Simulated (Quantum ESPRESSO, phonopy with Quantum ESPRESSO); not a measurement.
# Al (Fm-3m): a volume series of phonon spectra

Wanted: mode Grüneisen parameters of Al and a free-energy fit over volumes.

What experiment has found for this phase:
- volume expansion coefficient 69 1e-6/K and heat capacity C_P per formula unit 24.2 J/mol/K near room temperature (given in “High-Throughput Prediction of Finite-Temperature Properties using the Quasi-Harmonic Approximation”, 2016, arXiv:1603.06924)

Method: DFT PBEsol, scalar-relativistic, plane waves, PseudoDojo norm-conserving pseudopotentials, in Quantum ESPRESSO 7.5.

Report form: the programs' logs are mostly left out.

## Step 1: The starting structure

Symmetry: Fm-3m, No. 225, cubic system. The conventional cell has a = 4.050 Å, b = 4.050 Å, c = 4.050 Å, α = 90.00°, β = 90.00°, γ = 90.00°. Nearest to Al lie 12 Al at 2.86 Å.

As a file:

```cif
data_structure
_symmetry_space_group_name_H-M 'Fm-3m'
_symmetry_Int_Tables_number 225
_cell_length_a 4.0496
_cell_length_b 4.0496
_cell_length_c 4.0496
_cell_angle_alpha 90.000
_cell_angle_beta 90.000
_cell_angle_gamma 90.000
_cell_volume 66.41
loop_
_atom_site_label
_atom_site_type_symbol
_atom_site_symmetry_multiplicity
_atom_site_Wyckoff_symbol
_atom_site_fract_x
_atom_site_fract_y
_atom_site_fract_z
_atom_site_occupancy
Al1 Al 4 a 0.00000 0.00000 0.00000 1
```

## Step 2: A first coarse run

A cheap single point shows whether the cell is a metal or an insulator and how far it is from rest; that sets the k-mesh and the occupations of what follows.

The input, probe.in:

```
&CONTROL
  calculation = 'scf'
  prefix      = 'x'
  outdir      = './tmp'
  pseudo_dir  = './pseudo'
  tprnfor     = .true.
  tstress     = .true.
  verbosity   = 'high'
/
&SYSTEM
  ibrav       = 0
  nat         = 1
  ntyp        = 1
  ecutwfc     = 40.0
  occupations = 'smearing'
  smearing    = 'gaussian'
  degauss     = 0.01
/
&ELECTRONS
  conv_thr         = 1.0d-07
  mixing_beta      = 0.7
  electron_maxstep = 100
/
ATOMIC_SPECIES
 Al     26.9815  Al.upf
CELL_PARAMETERS angstrom
     0.000000000    2.024805000    2.024805000
     2.024805000    0.000000000    2.024805000
     2.024805000    2.024805000    0.000000000
ATOMIC_POSITIONS crystal
 Al     0.000000000   0.000000000   0.000000000
K_POINTS automatic
 8 8 8 0 0 0
```

The run is started by

```bash
> OMP_NUM_THREADS=1 mpirun -n 8 pw.x -nk 8 -in probe.in > probe.out
```

The job ended after 0.8 s (8 MPI ranks of Arm Neoverse V2, shared host; 5.8 s of CPU time).

Numbers from this step:

* volume per atom: 16.60 Å³
* pressure: -2.069 GPa
* gap on the k-mesh: 0 eV

The start is under -2.1 GPa at this level and looks like a metal on this mesh.

## Step 3: Finding the static equilibrium

Phonons are second derivatives about a minimum, so cell and atoms are relaxed first, inside the symmetry of the start.

The input, relax.in:

```
&CONTROL
  calculation   = 'vc-relax'
  prefix        = 'x'
  outdir        = './tmp'
  pseudo_dir    = './pseudo'
  tprnfor       = .true.
  tstress       = .true.
  forc_conv_thr = 2.0d-05
  etot_conv_thr = 1.0d-07
  nstep         = 40
/
&SYSTEM
  ibrav       = 0
  nat         = 1
  ntyp        = 1
  ecutwfc     = 40.0
  occupations = 'smearing'
  smearing    = 'mv'
  degauss     = 0.02
/
&ELECTRONS
  conv_thr         = 1.0d-11
  mixing_beta      = 0.7
  electron_maxstep = 100
/
&IONS
/
&CELL
  press_conv_thr = 0.1
/
ATOMIC_SPECIES
 Al     26.9815  Al.upf
CELL_PARAMETERS angstrom
     0.000000000    2.024805000    2.024805000
     2.024805000    0.000000000    2.024805000
     2.024805000    2.024805000    0.000000000
ATOMIC_POSITIONS crystal
 Al     0.000000000   0.000000000   0.000000000
K_POINTS automatic
 16 16 16 0 0 0
```

The run is started by

```bash
> OMP_NUM_THREADS=1 mpirun -n 8 pw.x -nk 8 -in relax.in > relax.out
```

Elapsed: 3.5 s, on 8 MPI ranks.

Relaxation path:

```tsv
step	energy less that of the first step (eV)	largest force (eV/Å)	volume (Å³)
1	0.0000	0.0000	16.60
2	-0.0020	0.0000	16.42
3	-0.0031	0.0000	16.15
4	-0.0031	0.0000	16.15
5	-0.0031	0.0000	16.15
```

```tsv
conventional cell, symmetrised	before	after	change
a (Å)	4.050	4.012	-0.9 %
b (Å)	4.050	4.012	-0.9 %
c (Å)	4.050	4.012	-0.9 %
volume (Å³/atom)	16.60	16.15	-2.7 %
```

Final coordinates:

```
CELL_PARAMETERS angstrom
0.00000 2.00624 2.00624
2.00624 0.00000 2.00624
2.00624 2.00624 0.00000
ATOMIC_POSITIONS crystal
Al 0.00000 0.00000 0.00000
```

Numbers from this step:

* volume per atom: 16.15 Å³
* pressure: -0.001 GPa

After the last step pw.x solved the final cell once more on a basis chosen for it, which moves the energy without moving the atoms.

## Step 4: Ground state at this cell

A tight ground state at this cell gives the energy of this member; its pressure is the stress at this cutoff, which can carry an offset from the finite basis.

The input, scf.in:

```
&CONTROL
  calculation = 'scf'
  prefix      = 'x'
  outdir      = './tmp'
  pseudo_dir  = './pseudo'
  tprnfor     = .true.
  tstress     = .true.
/
&SYSTEM
  ibrav       = 0
  nat         = 1
  ntyp        = 1
  ecutwfc     = 40.0
  occupations = 'smearing'
  smearing    = 'mv'
  degauss     = 0.02
/
&ELECTRONS
  conv_thr         = 1.0d-12
  mixing_beta      = 0.7
  electron_maxstep = 100
/
ATOMIC_SPECIES
 Al     26.9815  Al.upf
CELL_PARAMETERS angstrom
     0.000000000    2.006240474    2.006240474
     2.006240474    0.000000000    2.006240474
     2.006240474    2.006240474    0.000000000
ATOMIC_POSITIONS crystal
 Al     0.000000000   0.000000000   0.000000000
K_POINTS automatic
 16 16 16 0 0 0
```

The run is started by

```bash
> OMP_NUM_THREADS=1 mpirun -n 8 pw.x -nk 8 -in scf.in > scf.out
```

Run time: 1.4 s. Hardware: 8 MPI ranks; 10 s of CPU time.

On a basis chosen for the relaxed cell the pressure is -0.001 GPa, small enough for phonons.

## Step 5: Forces on a displaced cell

One atom (for the harmonic constants) or a pair of atoms (for the cubic ones) is moved by a few hundredths of an ångström; the forces on all atoms give a column of force constants. The threshold is tight because the forces are small.

System of this step: Al. Symmetry: Imm2, No. 44, orthorhombic system. Conventional cell: a = 8.512 Å, b = 12.037 Å, c = 8.512 Å, α = 90.00°, β = 90.00°, γ = 90.00°. Nearest to Al lie 12 Al at 2.82 to 2.86 Å. Nearest to Al lie 12 Al at 2.82 to 2.84 Å. Nearest to Al lie 12 Al at 2.84 to 2.86 Å. Al has 12 Al at 2.83 to 2.84 Å nearest. Nearest to Al lie 12 Al at 2.84 Å. Al has 12 Al at 2.84 to 2.85 Å nearest.

The input, disp-00001.in:

```
&CONTROL
  calculation = 'scf'
  prefix      = 'x'
  outdir      = './tmp'
  pseudo_dir  = './pseudo'
  tprnfor     = .true.
  disk_io     = 'none'
/
&SYSTEM
  ibrav       = 0
  nat         = 27
  ntyp        = 1
  ecutwfc     = 40.0
  occupations = 'smearing'
  smearing    = 'mv'
  degauss     = 0.02
/
&ELECTRONS
  conv_thr         = 1.0d-11
  mixing_beta      = 0.7
  electron_maxstep = 100
/
ATOMIC_SPECIES
 Al     26.9815  Al.upf
CELL_PARAMETERS angstrom
     0.000000000    6.018721422    6.018721422
     6.018721422    0.000000000    6.018721422
     6.018721422    6.018721422    0.000000000
ATOMIC_POSITIONS crystal
 Al     0.002349691   0.000000000   0.000000000
 Al     0.333333333   0.000000000   0.000000000
 Al     0.666666667   0.000000000   0.000000000
 Al     0.000000000   0.333333333   0.000000000
 Al     0.333333333   0.333333333   0.000000000
 Al     0.666666667   0.333333333   0.000000000
 Al     0.000000000   0.666666667   0.000000000
 Al     0.333333333   0.666666667   0.000000000
[... 15 atom lines left out ...]
 Al     0.666666667   0.333333333   0.666666667
 Al     0.000000000   0.666666667   0.666666667
 Al     0.333333333   0.666666667   0.666666667
 Al     0.666666667   0.666666667   0.666666667
K_POINTS automatic
 5 5 5 0 0 0
```

The run is started by

```bash
> OMP_NUM_THREADS=1 mpirun -n 8 pw.x -nk 8 -in disp-00001.in > disp-00001.out
```

Wall time 2.9 min (8 MPI ranks).

Force (size) by element, in eV/Å:

```tsv
element	atoms	mean	spread (r.m.s.)	least	largest
Al	27	0.011	0.020	0.000	0.102
```

The atoms with the largest values:

```tsv
atom	x, y, z (Å)	force (eV/Å)
Al1	0.00, 0.01, 0.01	0.000, -0.072, -0.072
Al2	0.00, 2.01, 2.01	0.000, 0.021, 0.021
Al3	0.00, 4.01, 4.01	0.000, 0.019, 0.019
Al4	2.01, 0.00, 2.01	0.011, -0.002, 0.010
Al8	4.01, 2.01, 6.02	-0.011, 0.010, -0.002
Al10	2.01, 2.01, 0.00	0.011, 0.010, -0.002
Al20	4.01, 6.02, 2.01	-0.011, -0.002, 0.010
Al7	4.01, 0.00, 4.01	0.010, -0.002, 0.009
```

## Step 6: Lattice dynamics at this volume, V/V0 1

This step: DFT PBEsol, scalar-relativistic, plane waves, PseudoDojo norm-conserving pseudopotentials (phonopy with Quantum ESPRESSO 4.10.0 / 7.5).

Wall time 2.9 min (8 threads); 23 min of CPU time.

This step gave:

```yaml
highest_frequency: 338.7 cm⁻¹
debye_temperature_from_the_second_moment: 421 K
lowest_frequency_on_the_path: 0 cm⁻¹
zero_point_energy: 0.04035 eV/cell
gamma_frequencies: 0, 0, 0 cm⁻¹ (negative: imaginary)
```

Phonopy, no LO-TO term. Phonon branches along the path, in cm⁻¹:

```tsv
point	branch 1	branch 2	branch 3
Γ	0	0	0
halfway	142	142	243
X	204	204	326
halfway	202	223	320
U	196	261	299
jump to K	196	261	299
halfway	125	168	258
Γ	0	0	0
halfway	110	110	238
L	160	160	339
halfway	183	225	315
W	223	275	275
halfway	213	228	313
X	204	204	326
```

Harmonic. Thermo, by row:

```tsv
T (K)	F_vib (meV/atom)	S (J/mol-atom/K)	C_V (J/mol-atom/K)
0	40.35	0	0
50	40.21	1.112	3.353
100	38.42	6.231	12.13
150	33.62	12.28	17.47
200	25.81	17.73	20.24
250	15.38	22.42	21.76
300	2.68	26.47	22.66
350	-11.97	30.01	23.23
400	-28.35	33.14	23.61
450	-46.27	35.94	23.88
500	-65.56	38.47	24.08
550	-86.09	40.77	24.23
600	-107.8	42.88	24.34
650	-130.5	44.83	24.43
700	-154.2	46.65	24.5
750	-178.8	48.34	24.55
800	-204.3	49.92	24.6
850	-230.6	51.42	24.64
900	-257.6	52.83	24.67
950	-285.3	54.16	24.7
1000	-313.7	55.43	24.72
```

Phonopy on the run's constants, 21x21x21 mesh, Gaussian sigma 2.6 cm⁻¹. Modes, Al against wavenumber; read off at these points:

```tsv
wavenumber (cm⁻¹)	modes, Al (1/cm⁻¹/cell)
-10.0	0
0.0	4.7e-5
10.0	0
20.0	1.8e-4
30.0	2.8e-4
40.0	3.6e-4
50.0	7.7e-4
60.0	9.7e-4
70.0	0.00156
80.0	0.00129
90.0	0.00318
100.0	0.00362
110.0	0.00415
120.0	0.00525
130.0	0.00628
140.0	0.00831
150.0	0.0123
160.0	0.0170
170.0	0.0203
180.0	0.0196
190.0	0.0231
200.0	0.0202
205.2	0.0222
210.0	0.0157
220.0	0.0124
230.0	0.00910
240.0	0.0112
250.0	0.00928
260.0	0.00915
270.0	0.0075
280.0	0.00686
290.0	0.0145
300.0	0.0248
310.0	0.0197
320.0	0.0105
330.0	0.00425
340.0	5.4e-4
350.0	0
```

No mode is imaginary beyond numerical noise along the path.

The time given is that of the one pw.x run on a displaced cell behind this step.

## Step 7: Self-consistent run, V/V0 1.015

This step: DFT PBEsol, scalar-relativistic, plane waves, PseudoDojo norm-conserving pseudopotentials (Quantum ESPRESSO 7.5).

System of this step: Al. Symmetry: Fm-3m, No. 225, cubic system. The conventional cell has a = 4.032 Å, b = 4.032 Å, c = 4.032 Å, α = 90.00°, β = 90.00°, γ = 90.00°. Nearest to Al lie 12 Al at 2.85 Å.

scf.in: that of step 4 with these lines changed.

```diff
@@ -25,5 +25,5 @@
 CELL_PARAMETERS angstrom
-     0.000000000    2.006240474    2.006240474
-     2.006240474    0.000000000    2.006240474
-     2.006240474    2.006240474    0.000000000
+     0.000000000    2.016221934    2.016221934
+     2.016221934    0.000000000    2.016221934
+     2.016221934    2.016221934    0.000000000
 ATOMIC_POSITIONS crystal
```

The run is started by

```bash
> OMP_NUM_THREADS=1 mpirun -n 8 pw.x -nk 8 -in scf.in > scf.out
```

The job ended after 1.4 s (8 MPI ranks; 11 s of CPU time).

The run ends at a pressure of -1.20 GPa.

## Step 8: A displaced supercell

System of this step: Al. It takes space group Imm2 (No. 44, orthorhombic). Conventional cell: a = 8.554 Å, b = 12.097 Å, c = 8.554 Å, α = 90.00°, β = 90.00°, γ = 90.00°. Al has 12 Al at 2.83 to 2.87 Å nearest. Nearest to Al lie 12 Al at 2.83 to 2.85 Å. Nearest to Al lie 12 Al at 2.85 to 2.87 Å. Al has 12 Al at 2.84 to 2.85 Å nearest. Al has 12 Al at 2.85 Å nearest. Nearest to Al lie 12 Al at 2.85 to 2.86 Å.

disp-00001.in: that of step 5 with these lines changed.

```diff
@@ -25,7 +25,7 @@
 CELL_PARAMETERS angstrom
-     0.000000000    6.018721422    6.018721422
-     6.018721422    0.000000000    6.018721422
-     6.018721422    6.018721422    0.000000000
+     0.000000000    6.048665803    6.048665803
+     6.048665803    0.000000000    6.048665803
+     6.048665803    6.048665803    0.000000000
 ATOMIC_POSITIONS crystal
- Al     0.002349691   0.000000000   0.000000000
+ Al     0.002338059   0.000000000   0.000000000
  Al     0.333333333   0.000000000   0.000000000
```

The run is started by

```bash
> OMP_NUM_THREADS=1 mpirun -n 8 pw.x -nk 8 -in disp-00001.in > disp-00001.out
```

Elapsed: 2.8 min, on 8 MPI ranks; 22 min of CPU time.

## Step 9: Phonons, V/V0 1.015

This step: DFT PBEsol, scalar-relativistic, plane waves, PseudoDojo norm-conserving pseudopotentials (phonopy with Quantum ESPRESSO 4.10.0 / 7.5).

Elapsed: 2.8 min, on 8 threads.

Phonopy, no LO-TO term. The phonon branches at the labelled points (cm⁻¹):

```tsv
point	branch 1	branch 2	branch 3
Γ	0	0	0
halfway	137	137	236
X	197	197	317
halfway	195	215	310
U	190	253	290
jump to K	190	253	290
halfway	122	162	250
Γ	0	0	0
halfway	106	106	231
L	156	156	329
halfway	178	219	306
W	216	267	267
halfway	206	221	304
X	197	197	317
```

No mode is imaginary beyond numerical noise along the path.

The time given is that of the one pw.x run on a displaced cell behind this step.

## Step 10: Ground state at this cell, V/V0 0.985

This step: DFT PBEsol, scalar-relativistic, plane waves, PseudoDojo norm-conserving pseudopotentials (Quantum ESPRESSO 7.5).

System of this step: Al. Symmetry: Fm-3m, No. 225, cubic system. Conventional cell: a = 3.992 Å, b = 3.992 Å, c = 3.992 Å, α = 90.00°, β = 90.00°, γ = 90.00°. Nearest to Al lie 12 Al at 2.82 Å.

scf.in: that of step 7 with these lines changed.

```diff
@@ -25,5 +25,5 @@
 CELL_PARAMETERS angstrom
-     0.000000000    2.016221934    2.016221934
-     2.016221934    0.000000000    2.016221934
-     2.016221934    2.016221934    0.000000000
+     0.000000000    1.996158693    1.996158693
+     1.996158693    0.000000000    1.996158693
+     1.996158693    1.996158693    0.000000000
 ATOMIC_POSITIONS crystal
```

The run is started by

```bash
> OMP_NUM_THREADS=1 mpirun -n 8 pw.x -nk 8 -in scf.in > scf.out
```

It took 1.4 s on 8 MPI ranks; 10 s of CPU time.

The run ends at a pressure of 1.30 GPa.

## Step 11: A displaced supercell

System of this step: Al. Symmetry: Imm2, No. 44, orthorhombic system. The conventional cell has a = 8.469 Å, b = 11.977 Å, c = 8.469 Å, α = 90.00°, β = 90.00°, γ = 90.00°. Nearest to Al lie 12 Al at 2.80 to 2.84 Å. Nearest to Al lie 12 Al at 2.80 to 2.82 Å. Al has 12 Al at 2.82 to 2.84 Å nearest. Nearest to Al lie 12 Al at 2.81 to 2.82 Å. Nearest to Al lie 12 Al at 2.82 Å. Nearest to Al lie 12 Al at 2.82 to 2.83 Å.

disp-00001.in: that of step 8 with these lines changed.

```diff
@@ -25,7 +25,7 @@
 CELL_PARAMETERS angstrom
-     0.000000000    6.048665803    6.048665803
-     6.048665803    0.000000000    6.048665803
-     6.048665803    6.048665803    0.000000000
+     0.000000000    5.988476080    5.988476080
+     5.988476080    0.000000000    5.988476080
+     5.988476080    5.988476080    0.000000000
 ATOMIC_POSITIONS crystal
- Al     0.002338059   0.000000000   0.000000000
+ Al     0.002361558   0.000000000   0.000000000
  Al     0.333333333   0.000000000   0.000000000
```

The run is started by

```bash
> OMP_NUM_THREADS=1 mpirun -n 8 pw.x -nk 8 -in disp-00001.in > disp-00001.out
```

Elapsed: 2.4 min, on 8 MPI ranks; 19 min of CPU time.

## Step 12: Phonons, V/V0 0.985

This step: DFT PBEsol, scalar-relativistic, plane waves, PseudoDojo norm-conserving pseudopotentials (phonopy with Quantum ESPRESSO 4.10.0 / 7.5).

Run time: 2.4 min. Hardware: 8 threads; 19 min of CPU time.

Phonopy, no LO-TO term. Phonon branches along the path, in cm⁻¹:

```tsv
point	branch 1	branch 2	branch 3
Γ	0	0	0
halfway	147	147	250
X	211	211	336
halfway	209	230	329
U	202	269	308
jump to K	202	269	308
halfway	129	173	265
Γ	0	0	0
halfway	113	113	244
L	165	165	348
halfway	189	232	324
W	229	284	284
halfway	220	236	322
X	211	211	336
```

No mode is imaginary beyond numerical noise along the path.

The time given is that of the one pw.x run on a displaced cell behind this step.

## Step 13: Self-consistent run, V/V0 1.03

This step: DFT PBEsol, scalar-relativistic, plane waves, PseudoDojo norm-conserving pseudopotentials (Quantum ESPRESSO 7.5).

System of this step: Al. It takes space group Fm-3m (No. 225, cubic). Conventional cell: a = 4.052 Å, b = 4.052 Å, c = 4.052 Å, α = 90.00°, β = 90.00°, γ = 90.00°. Al has 12 Al at 2.87 Å nearest.

scf.in: that of step 10 with these lines changed.

```diff
@@ -25,5 +25,5 @@
 CELL_PARAMETERS angstrom
-     0.000000000    1.996158693    1.996158693
-     1.996158693    0.000000000    1.996158693
-     1.996158693    1.996158693    0.000000000
+     0.000000000    2.026105533    2.026105533
+     2.026105533    0.000000000    2.026105533
+     2.026105533    2.026105533    0.000000000
 ATOMIC_POSITIONS crystal
```

The run is started by

```bash
> OMP_NUM_THREADS=1 mpirun -n 8 pw.x -nk 8 -in scf.in > scf.out
```

Elapsed: 1.4 s, on 8 MPI ranks; 10 s of CPU time.

The run ends at a pressure of -2.30 GPa.

## Step 14: A displaced supercell

System of this step: Al. Symmetry: Imm2, No. 44, orthorhombic system. The conventional cell has a = 8.596 Å, b = 12.157 Å, c = 8.596 Å, α = 90.00°, β = 90.00°, γ = 90.00°. Nearest to Al lie 12 Al at 2.85 to 2.89 Å. Nearest to Al lie 12 Al at 2.85 to 2.87 Å. Al has 12 Al at 2.87 to 2.89 Å nearest. Nearest to Al lie 12 Al at 2.86 to 2.87 Å. Nearest to Al lie 12 Al at 2.87 Å. Nearest to Al lie 12 Al at 2.87 to 2.88 Å.

disp-00001.in: that of step 11 with these lines changed.

```diff
@@ -25,7 +25,7 @@
 CELL_PARAMETERS angstrom
-     0.000000000    5.988476080    5.988476080
-     5.988476080    0.000000000    5.988476080
-     5.988476080    5.988476080    0.000000000
+     0.000000000    6.078316599    6.078316599
+     6.078316599    0.000000000    6.078316599
+     6.078316599    6.078316599    0.000000000
 ATOMIC_POSITIONS crystal
- Al     0.002361558   0.000000000   0.000000000
+ Al     0.002326653   0.000000000   0.000000000
  Al     0.333333333   0.000000000   0.000000000
```

The run is started by

```bash
> OMP_NUM_THREADS=1 mpirun -n 8 pw.x -nk 8 -in disp-00001.in > disp-00001.out
```

The job ended after 3 min (8 MPI ranks; 24 min of CPU time).

## Step 15: Phonons, V/V0 1.03

This step: DFT PBEsol, scalar-relativistic, plane waves, PseudoDojo norm-conserving pseudopotentials (phonopy with Quantum ESPRESSO 4.10.0 / 7.5).

Elapsed: 3 min, on 8 threads.

Phonopy, no LO-TO term. The phonon branches at the labelled points (cm⁻¹):

```tsv
point	branch 1	branch 2	branch 3
Γ	0	0	0
halfway	132	132	229
X	190	190	307
halfway	188	208	301
U	184	245	282
jump to K	184	245	282
halfway	118	157	243
Γ	0	0	0
halfway	102	102	224
L	152	152	320
halfway	172	212	297
W	209	259	259
halfway	200	213	294
X	190	190	307
```

No mode is imaginary beyond numerical noise along the path.

The time given is that of the one pw.x run on a displaced cell behind this step.

## Step 16: Self-consistent run, V/V0 0.97

This step: DFT PBEsol, scalar-relativistic, plane waves, PseudoDojo norm-conserving pseudopotentials (Quantum ESPRESSO 7.5).

System of this step: Al. Symmetry: Fm-3m, No. 225, cubic system. The conventional cell has a = 3.972 Å, b = 3.972 Å, c = 3.972 Å, α = 90.00°, β = 90.00°, γ = 90.00°. Al has 12 Al at 2.81 Å nearest.

scf.in: that of step 13 with these lines changed.

```diff
@@ -25,5 +25,5 @@
 CELL_PARAMETERS angstrom
-     0.000000000    2.026105533    2.026105533
-     2.026105533    0.000000000    2.026105533
-     2.026105533    2.026105533    0.000000000
+     0.000000000    1.985974033    1.985974033
+     1.985974033    0.000000000    1.985974033
+     1.985974033    1.985974033    0.000000000
 ATOMIC_POSITIONS crystal
```

The run is started by

```bash
> OMP_NUM_THREADS=1 mpirun -n 8 pw.x -nk 8 -in scf.in > scf.out
```

Run time: 1.5 s. Hardware: 8 MPI ranks.

The run ends at a pressure of 2.71 GPa.

## Step 17: Forces on a displaced cell

System of this step: Al. Symmetry: Imm2, No. 44, orthorhombic system. Conventional cell: a = 8.426 Å, b = 11.916 Å, c = 8.426 Å, α = 90.00°, β = 90.00°, γ = 90.00°. Al has 12 Al at 2.79 to 2.83 Å nearest. Al has 12 Al at 2.79 to 2.81 Å nearest. Nearest to Al lie 12 Al at 2.81 to 2.83 Å. Nearest to Al lie 12 Al at 2.80 to 2.81 Å. Nearest to Al lie 12 Al at 2.81 Å. Nearest to Al lie 12 Al at 2.81 to 2.82 Å.

disp-00001.in: that of step 14 with these lines changed.

```diff
@@ -25,7 +25,7 @@
 CELL_PARAMETERS angstrom
-     0.000000000    6.078316599    6.078316599
-     6.078316599    0.000000000    6.078316599
-     6.078316599    6.078316599    0.000000000
+     0.000000000    5.957922099    5.957922099
+     5.957922099    0.000000000    5.957922099
+     5.957922099    5.957922099    0.000000000
 ATOMIC_POSITIONS crystal
- Al     0.002326653   0.000000000   0.000000000
+ Al     0.002373669   0.000000000   0.000000000
  Al     0.333333333   0.000000000   0.000000000
```

The run is started by

```bash
> OMP_NUM_THREADS=1 mpirun -n 8 pw.x -nk 8 -in disp-00001.in > disp-00001.out
```

Run time: 1.9 min. Hardware: 8 MPI ranks; 15 min of CPU time.

(Continued in part 2 of 2.)

[Logs are printed without paths, hosts, clocks, repeated set-up lines and the standing remarks that a program may print on its own settings, such as how far it seeks lower states.]

[Hosts, paths, dates, database ids (printed as entryN), source tags and the programs' standing remarks are cut or masked in the printed files.]

[A step with changed settings may run another functional than the one named; its input shows which.]

[Of the runs on displaced cells, only some may be shown.]
